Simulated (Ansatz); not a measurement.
# Work function of Cu(100): what the settings cost and change

How thick a slab and how much vacuum does the work function of Cu(100) need?

Method: plane-wave DFT, PBE, Ansatz PAW, in Ansatz 0.2.0.

The experiments to compare with:

For Cu (clean (100) face, a compiled value), “Anisotropic work function of elemental crystals” (2019, arxiv:1902.07811) quotes earlier work: work function (clean (100) face, a compiled value) 4.73 eV.

Report form: the programs' logs are mostly left out.

## (1) The starting structure

The cell holds 1 atom: 1 Cu. Cell: a = 2.553 Å, b = 2.553 Å, c = 18.000 Å, α = 90.0°, β = 90.0°, γ = 90.0°. Vacuum lies along c.

## (2) Run, setting 1 layer

A work function rests on the faint tail of the density, so the SCF threshold is tight. The slab grows from one layer, at fixed mesh and 18 Å of vacuum; then the vacuum is varied on one slab.

Contents of input.yaml:

```yaml
crystal:
  lattice:
    - [2.5526554801, 0.0, 0.0]
    - [0.0, 2.5526554801, 0.0]
    - [0.0, 0.0, 18.0]
  atoms:
    - { symbol: Cu, position: [0.5, 0.5, 0.5] }
kpoints:
  mp_grid: { grid: [16, 16, 1] }
hamiltonian:
  xc: pbe
scf:
  occupations: { method: fermi_dirac, width: 0.1 }
  convergence: { dr2_threshold: 1.0e-09 }
efield:
  axis: 3
  dipole_correction: true
  ramp_position: 0.97
  ramp_width: 0.06
output:
  write_potential: true
  write_density: true
  volumetric_format: npy
  elf: true
```

Launch:

```sh
$ ansatz run input.yaml --threads 2 --pin off --max-ram 3072MiB --backend cpu --events-out ev --progress --plain --runs-dir out
```

Wall time 12 s (2 threads of Arm Neoverse N1, shared host); peak memory 0.41 GiB.

Numbers from this step:

* energy at zero smearing: -6623.9819 eV
* work function, upper face: 4.986 eV

Running mean over 1.805 Å of the planar mean; the ramp of the sawtooth is left out. Electron's electrostatic potential energy less the Fermi level against z:

```csv
z (Å),electron's electrostatic potential energy less the Fermi level (eV)
2.88,4.99
3.31,4.99
3.74,4.99
4.18,4.99
4.61,4.99
5.04,4.98
5.47,4.98
5.90,4.97
6.19,4.94
6.62,4.84
7.06,4.52
7.49,3.33
7.92,-0.0347
8.35,-4.35
8.78,-7.08
9.22,-7.08
9.65,-4.35
10.08,-0.0347
10.51,3.33
10.94,4.52
11.38,4.84
11.81,4.94
12.10,4.97
12.53,4.98
12.96,4.98
13.39,4.99
13.82,4.99
14.26,4.99
14.69,4.99
15.12,4.99
```

ELF in the ca plane at fractional y = 0.500, with atoms of Cu within 0.2 Å of it. It is the smooth field of the valence electrons, not physical close to the nuclei.

Values, 5 rows by 16 columns, each cell a mean:
```
0.00 0.00 0.00 0.00 0.00 0.01 0.09 0.18 0.18 0.12 0.01 0.00 0.00 0.00 0.00 0.00
0.00 0.00 0.00 0.00 0.00 0.01 0.10 0.25 0.31 0.13 0.02 0.00 0.00 0.00 0.00 0.00
0.00 0.00 0.00 0.00 0.00 0.01 0.11 0.34 0.46 0.13 0.02 0.00 0.00 0.00 0.00 0.00
0.00 0.00 0.00 0.00 0.00 0.01 0.10 0.20 0.22 0.12 0.01 0.00 0.00 0.00 0.00 0.00
0.00 0.00 0.00 0.00 0.00 0.01 0.09 0.20 0.20 0.11 0.01 0.00 0.00 0.00 0.00 0.00
```
Columns run along c (18.0 Å), rows up along a (2.6 Å). Atoms in or near the plane, at fractional coordinates: Cu at (0.50, 0.50).

Valence density in the ca plane at fractional y = 0.500, with atoms of Cu within 0.2 Å of it. It is the smooth field of the valence electrons, not physical close to the nuclei.

Ten steps, logarithmic in the rise over the least value, from '0' (0 e/Å³) to '9' (46 e/Å³), each cell a mean:
```
00000000000000000000011000000000000000000000
00000000000000000000133200000000000000000000
00000000000000000000267410000000000000000000
00000000000000000000389610000000000000000000
00000000000000000000379510000000000000000000
00000000000000000000145300000000000000000000
00000000000000000000011100000000000000000000
00000000000000000000000000000000000000000000
```
Columns run along c (18.0 Å), rows up along a (2.6 Å). Atoms in or near the plane, at fractional coordinates: Cu at (0.50, 0.50).

Electrostatic potential energy in the ca plane at fractional y = 0.500, with atoms of Cu within 0.2 Å of it. With pseudopotentials it is smooth inside the atoms' cores, unlike the true potential.

Ten even steps from '0' (-35 eV) to '9' (2 eV), each cell a mean:
```
99999999999999999999877899999999999999999999
99999999999999999999731589999999999999999999
99999999999999999998300079999999999999999999
99999999999999999998200069999999999999999999
99999999999999999998200069999999999999999999
99999999999999999999610389999999999999999999
99999999999999999999865799999999999999999999
99999999999999999999988899999999999999999999
```
Columns run along c (18.0 Å; values clipped at the 3rd and 97th percentile), rows up along a (2.6 Å). Atoms in or near the plane, at fractional coordinates: Cu at (0.50, 0.50).

The work function is 4.986 eV.

## (3) Slab, 2 atoms

System of this step: Cu(100). The cell holds 2 atoms: 2 Cu. Its edges and angles: a = 2.553 Å, b = 2.553 Å, c = 19.805 Å, α = 90.0°, β = 90.0°, γ = 90.0°. Vacuum lies along c.

input.yaml, the sections that differ from step 2:

```yaml
crystal:
  lattice:
    - [2.5526554801, 0.0, 0.0]
    - [0.0, 2.5526554801, 0.0]
    - [0.0, 0.0, 19.805]
  atoms:
    - { symbol: Cu, position: [0.5, 0.5, 0.4544306993] }
    - { symbol: Cu, position: [0.0, 0.0, 0.5455693007] }
output:
  write_potential: true
  write_density: true
  volumetric_format: npy
# kpoints, hamiltonian, scf, efield: as in step 2
```

Run time: 21 s. Hardware: 2 threads; peak memory 0.41 GiB; 35 s of CPU time.

The work function is 4.698 eV, -0.288 eV from the run “1 layer”, at 1.9 times its CPU time.

## (4) Slab, 3 atoms

System of this step: Cu(100). The cell holds 3 atoms: 3 Cu. Its edges and angles: a = 2.553 Å, b = 2.553 Å, c = 21.610 Å, α = 90.0°, β = 90.0°, γ = 90.0°. Vacuum lies along c.

input.yaml, the sections that differ from step 3:

```yaml
crystal:
  lattice:
    - [2.5526554801, 0.0, 0.0]
    - [0.0, 2.5526554801, 0.0]
    - [0.0, 0.0, 21.61]
  atoms:
    - { symbol: Cu, position: [0.0, 0.0, 0.4164738547] }
    - { symbol: Cu, position: [0.5, 0.5, 0.5] }
    - { symbol: Cu, position: [0.0, 0.0, 0.5835261453] }
# kpoints, hamiltonian, scf, efield, output: as in step 3
```

Run time: 36 s. Hardware: 2 threads; peak memory 0.45 GiB.

The work function is 4.625 eV, -0.072 eV from the run “2 layers”, at 1.8 times its CPU time.

## (5) Slab, 4 atoms

System of this step: Cu(100). The cell holds 4 atoms: 4 Cu. Its edges and angles: a = 2.553 Å, b = 2.553 Å, c = 23.415 Å, α = 90.0°, β = 90.0°, γ = 90.0°. Vacuum lies along c.

input.yaml, the sections that differ from step 4:

```yaml
crystal:
  lattice:
    - [2.5526554801, 0.0, 0.0]
    - [0.0, 2.5526554801, 0.0]
    - [0.0, 0.0, 23.415]
  atoms:
    - { symbol: Cu, position: [0.5, 0.5, 0.3843689942] }
    - { symbol: Cu, position: [0.0, 0.0, 0.4614563314] }
    - { symbol: Cu, position: [0.5, 0.5, 0.5385436686] }
    - { symbol: Cu, position: [0.0, 0.0, 0.6156310058] }
# kpoints, hamiltonian, scf, efield, output: as in step 4
```

Run time: 55 s. Hardware: 2 threads; peak memory 0.55 GiB; 94 s of CPU time.

The work function is 4.570 eV, -0.056 eV from the run “3 layers”, at 1.5 times its CPU time.

## (6) Run, 5 atoms

System of this step: Cu(100). The cell holds 5 atoms: 5 Cu. Cell: a = 2.553 Å, b = 2.553 Å, c = 25.220 Å, α = 90.0°, β = 90.0°, γ = 90.0°. Vacuum lies along c.

input.yaml, the sections that differ from step 5:

```yaml
crystal:
  lattice:
    - [2.5526554801, 0.0, 0.0]
    - [0.0, 2.5526554801, 0.0]
    - [0.0, 0.0, 25.22]
  atoms:
    - { symbol: Cu, position: [0.0, 0.0, 0.3568596352] }
    - { symbol: Cu, position: [0.5, 0.5, 0.4284298176] }
    - { symbol: Cu, position: [0.0, 0.0, 0.5] }
    - { symbol: Cu, position: [0.5, 0.5, 0.5715701824] }
    - { symbol: Cu, position: [0.0, 0.0, 0.6431403648] }
# kpoints, hamiltonian, scf, efield, output: as in step 5
```

It took 78 s on 2 threads; peak memory 0.65 GiB.

The work function is 4.516 eV, -0.054 eV from the run “4 layers”, at 1.4 times its CPU time.

## (7) Run, 6 atoms

System of this step: Cu(100). The cell holds 6 atoms: 6 Cu. Its edges and angles: a = 2.553 Å, b = 2.553 Å, c = 27.025 Å, α = 90.0°, β = 90.0°, γ = 90.0°. Vacuum lies along c.

input.yaml, the sections that differ from step 6:

```yaml
crystal:
  lattice:
    - [2.5526554801, 0.0, 0.0]
    - [0.0, 2.5526554801, 0.0]
    - [0.0, 0.0, 27.025]
  atoms:
    - { symbol: Cu, position: [0.5, 0.5, 0.3330249769] }
    - { symbol: Cu, position: [0.0, 0.0, 0.3998149861] }
    - { symbol: Cu, position: [0.5, 0.5, 0.4666049954] }
    - { symbol: Cu, position: [0.0, 0.0, 0.5333950046] }
    - { symbol: Cu, position: [0.5, 0.5, 0.6001850139] }
    - { symbol: Cu, position: [0.0, 0.0, 0.6669750231] }
# kpoints, hamiltonian, scf, efield, output: as in step 6
```

The job ended after 1.8 min (2 threads; peak memory 0.77 GiB).

The work function is 4.534 eV, +0.018 eV from the run “5 layers”, at 1.4 times its CPU time.

## (8) Slab, 8 atoms

System of this step: Cu(100). The cell holds 8 atoms: 8 Cu. Cell: a = 2.553 Å, b = 2.553 Å, c = 30.635 Å, α = 90.0°, β = 90.0°, γ = 90.0°. Vacuum lies along c.

input.yaml, the sections that differ from step 7:

```yaml
crystal:
  lattice:
    - [2.5526554801, 0.0, 0.0]
    - [0.0, 2.5526554801, 0.0]
    - [0.0, 0.0, 30.635]
  atoms:
    - { symbol: Cu, position: [0.5, 0.5, 0.2937816223] }
    - { symbol: Cu, position: [0.0, 0.0, 0.3527011588] }
    - { symbol: Cu, position: [0.5, 0.5, 0.4116206953] }
    - { symbol: Cu, position: [0.0, 0.0, 0.4705402318] }
    - { symbol: Cu, position: [0.5, 0.5, 0.5294597682] }
    - { symbol: Cu, position: [0.0, 0.0, 0.5883793047] }
    - { symbol: Cu, position: [0.5, 0.5, 0.6472988412] }
    - { symbol: Cu, position: [0.0, 0.0, 0.7062183777] }
# kpoints, hamiltonian, scf, efield, output: as in step 7
```

Wall time 2.7 min (2 threads); peak memory 1 GiB.

The work function is 4.568 eV, +0.034 eV from the run “6 layers”, at 1.5 times its CPU time.

## (9) Slab, 10 atoms

System of this step: Cu(100). The cell holds 10 atoms: 10 Cu. Cell: a = 2.553 Å, b = 2.553 Å, c = 34.245 Å, α = 90.0°, β = 90.0°, γ = 90.0°. Vacuum lies along c.

input.yaml, the sections that differ from step 8:

```yaml
crystal:
  lattice:
    - [2.5526554801, 0.0, 0.0]
    - [0.0, 2.5526554801, 0.0]
    - [0.0, 0.0, 34.245]
  atoms:
    - { symbol: Cu, position: [0.5, 0.5, 0.2628120894] }
    - { symbol: Cu, position: [0.0, 0.0, 0.3155205139] }
    - { symbol: Cu, position: [0.5, 0.5, 0.3682289385] }
    - { symbol: Cu, position: [0.0, 0.0, 0.4209373631] }
    - { symbol: Cu, position: [0.5, 0.5, 0.4736457877] }
    - { symbol: Cu, position: [0.0, 0.0, 0.5263542123] }
    - { symbol: Cu, position: [0.5, 0.5, 0.5790626369] }
    - { symbol: Cu, position: [0.0, 0.0, 0.6317710615] }
    - { symbol: Cu, position: [0.5, 0.5, 0.6844794861] }
    - { symbol: Cu, position: [0.0, 0.0, 0.7371879106] }
# kpoints, hamiltonian, scf, efield, output: as in step 8
```

It took 4.2 min on 2 threads; peak memory 1.4 GiB.

The work function is 4.569 eV, +0.002 eV from the run “8 layers”, at 1.6 times its CPU time.

## (10) Run, 13 atoms

System of this step: Cu(100). The cell holds 13 atoms: 13 Cu. Its edges and angles: a = 2.553 Å, b = 2.553 Å, c = 39.660 Å, α = 90.0°, β = 90.0°, γ = 90.0°. Vacuum lies along c.

input.yaml, the sections that differ from step 9:

```yaml
crystal:
  lattice:
    - [2.5526554801, 0.0, 0.0]
    - [0.0, 2.5526554801, 0.0]
    - [0.0, 0.0, 39.66]
  atoms:
    - { symbol: Cu, position: [0.0, 0.0, 0.2269288956] }
    - { symbol: Cu, position: [0.5, 0.5, 0.2724407463] }
    - { symbol: Cu, position: [0.0, 0.0, 0.3179525971] }
    - { symbol: Cu, position: [0.5, 0.5, 0.3634644478] }
    - { symbol: Cu, position: [0.0, 0.0, 0.4089762985] }
    - { symbol: Cu, position: [0.5, 0.5, 0.4544881493] }
    - { symbol: Cu, position: [0.0, 0.0, 0.5] }
    - { symbol: Cu, position: [0.5, 0.5, 0.5455118507] }
    - { symbol: Cu, position: [0.0, 0.0, 0.5910237015] }
    - { symbol: Cu, position: [0.5, 0.5, 0.6365355522] }
    - { symbol: Cu, position: [0.0, 0.0, 0.6820474029] }
    - { symbol: Cu, position: [0.5, 0.5, 0.7275592537] }
    - { symbol: Cu, position: [0.0, 0.0, 0.7730711044] }
# kpoints, hamiltonian, scf, efield, output: as in step 9
```

Wall time 7 min (2 threads); peak memory 1.9 GiB; 13 min of CPU time.

The work function is 4.551 eV, -0.018 eV from the run “10 layers”, at 1.7 times its CPU time.

## (11) Run, 7 atoms

System of this step: Cu(100). The cell holds 7 atoms: 7 Cu. Cell: a = 2.553 Å, b = 2.553 Å, c = 20.830 Å, α = 90.0°, β = 90.0°, γ = 90.0°. Vacuum lies along c.

input.yaml, the sections that differ from step 10:

```yaml
crystal:
  lattice:
    - [2.5526554801, 0.0, 0.0]
    - [0.0, 2.5526554801, 0.0]
    - [0.0, 0.0, 20.83]
  atoms:
    - { symbol: Cu, position: [0.0, 0.0, 0.2400384061] }
    - { symbol: Cu, position: [0.5, 0.5, 0.3266922708] }
    - { symbol: Cu, position: [0.0, 0.0, 0.4133461354] }
    - { symbol: Cu, position: [0.5, 0.5, 0.5] }
    - { symbol: Cu, position: [0.0, 0.0, 0.5866538646] }
    - { symbol: Cu, position: [0.5, 0.5, 0.6733077292] }
    - { symbol: Cu, position: [0.0, 0.0, 0.7599615939] }
# kpoints, hamiltonian, scf, efield, output: as in step 10
```

The job ended after 93 s (2 threads; peak memory 0.71 GiB; 2.7 min of CPU time).

The work function is 4.535 eV. The program marks this work function as in doubt.

## (12) Slab, 7 atoms

The cell differs from the one that the last finished run ended in (c 20.830 → 24.830 Å).

input.yaml, the sections that differ from step 11:

```yaml
crystal:
  lattice:
    - [2.5526554801, 0.0, 0.0]
    - [0.0, 2.5526554801, 0.0]
    - [0.0, 0.0, 24.83]
  atoms:
    - { symbol: Cu, position: [0.0, 0.0, 0.2819170358] }
    - { symbol: Cu, position: [0.5, 0.5, 0.3546113572] }
    - { symbol: Cu, position: [0.0, 0.0, 0.4273056786] }
    - { symbol: Cu, position: [0.5, 0.5, 0.5] }
    - { symbol: Cu, position: [0.0, 0.0, 0.5726943214] }
    - { symbol: Cu, position: [0.5, 0.5, 0.6453886428] }
    - { symbol: Cu, position: [0.0, 0.0, 0.7180829642] }
# kpoints, hamiltonian, scf, efield, output: as in step 11
```

Elapsed: 1.9 min, on 2 threads; peak memory 0.8 GiB.

The work function is 4.541 eV, +0.005 eV from the run “7 layers, 10 Å of vacuum”, at 1.2 times its CPU time.

## (13) Run, 7 atoms (run 2)

The cell differs from the one that the last finished run ended in (c 24.830 → 36.830 Å).

input.yaml, the sections that differ from step 12:

```yaml
crystal:
  lattice:
    - [2.5526554801, 0.0, 0.0]
    - [0.0, 2.5526554801, 0.0]
    - [0.0, 0.0, 36.83]
  atoms:
    - { symbol: Cu, position: [0.0, 0.0, 0.3529731197] }
    - { symbol: Cu, position: [0.5, 0.5, 0.4019820798] }
    - { symbol: Cu, position: [0.0, 0.0, 0.4509910399] }
    - { symbol: Cu, position: [0.5, 0.5, 0.5] }
    - { symbol: Cu, position: [0.0, 0.0, 0.5490089601] }
    - { symbol: Cu, position: [0.5, 0.5, 0.5980179202] }
    - { symbol: Cu, position: [0.0, 0.0, 0.6470268803] }
# kpoints, hamiltonian, scf, efield, output: as in step 12
```

Elapsed: 2.4 min, on 2 threads; peak memory 1.1 GiB.

The work function is 4.541 eV, +0.000 eV from the run “7 layers, 14 Å of vacuum”, at 1.3 times its CPU time.

## (14) The series together

Times are for 2 threads of Arm Neoverse N1, shared host. Results by setting:

```csv
no.,setting,"work function, upper face (eV)",time,memory (GiB)
1,1 layer,4.986,12 s,0.41
2,2 layers,4.698,21 s,0.41
3,3 layers,4.625,36 s,0.45
4,4 layers,4.570,55 s,0.55
5,5 layers,4.516,78 s,0.65
6,6 layers,4.534,1.8 min,0.77
7,8 layers,4.568,2.7 min,1.0
8,10 layers,4.569,4.2 min,1.4
9,13 layers,4.551,7 min,1.9
10,"7 layers, 10 Å of vacuum",4.535,93 s,0.71
11,"7 layers, 14 Å of vacuum",4.541,1.9 min,0.8
12,"7 layers, 26 Å of vacuum",4.541,2.4 min,1.1
```

## (15) The same run with other settings

System of this step: Cu(100) monolayer. The cell holds 1 atom: 1 Cu. Its edges and angles: a = 4.824 Å, b = 4.824 Å, c = 34.015 Å, α = 90.0°, β = 90.0°, γ = 90.0°. Vacuum lies along c.

An input spoilt on purpose, to show how the run answers: it repeats the earlier run “1 layer” with crystal.lattice to [[4.82381969, 0.0, 0.0], [0.0, 4.82381969, 0.0], [0.0, 0.0, 34.0150698]], and scf.max_iter set to 50; its output block differs too.

input.yaml, the sections that differ from step 13:

```yaml
crystal:
  lattice:
    - [4.82381969, 0.0, 0.0]
    - [0.0, 4.82381969, 0.0]
    - [0.0, 0.0, 34.0150698]
  atoms:
    - { symbol: Cu, position: [0.5, 0.5, 0.5] }
scf:
  occupations: { method: fermi_dirac, width: 0.1 }
  convergence: { dr2_threshold: 1.0e-09 }
  max_iter: 50
# kpoints, hamiltonian, efield, output: as in step 13
```

Wall time 65 s (2 threads); peak memory 1.1 GiB.

```csv
quantity,this run,earlier run,difference
"work function, upper face (eV)",4.737,4.986,-0.25
```

It moves by -0.249 eV.

The fault (a lattice typed in bohr) shows in the results, which are not taken further.

## (16) Results

```json
{"work function, 1 layer": "4.986 eV", "work function, 5 layers": "4.516 eV", "work function, 6 layers": "4.534 eV", "work function, 13 layers": "4.551 eV"}
```

What this shows: The thickest slab gives 4.55 eV, and the settings tried spread the value from 4.52 to 4.99 eV. At 18 Å of vacuum, the slabs from 4 layers on stay within 0.04 eV of the thickest. Going from 10 to 26 Å of vacuum moves it by 0.005 eV. The program marks the value as in doubt in “7 layers, 10 Å of vacuum”. The ladder's slabs use the tabulated experimental lattice constant (two decimals; a low-temperature value for the alkali metals). In 1 run of the series (7 layers, 10 Å of vacuum) the program warns that electrons reach the sawtooth's ramp, which makes dipole and work function less sure.

Calculation against experiment:

| quantity | measured | 13 layers |
| --- | --- | --- |
| work function (clean (100) face, a compiled value) (eV) | 4.73 | 4.55 (-0.18 eV) |

Measured values from arxiv:1902.07811 (2019).

Verdict: The work function is off by -0.18 eV: fair agreement. The grades are ours: good and fair within 3 and 7 % for the work function. No cell relaxation is part of this session.

[Logs are printed without paths, hosts, clocks, repeated set-up lines and the standing remarks that a program may print on its own settings, such as how far it seeks lower states.]

[Hosts, paths, dates, database ids (printed as entryN), source tags and the programs' standing remarks are cut or masked in the printed files.]

[Maps of the electrostatic potential energy from Ansatz leave out the sawtooth potential of an applied field or a dipole correction, so their vacuum need not be flat; planar profiles and work functions include it.]
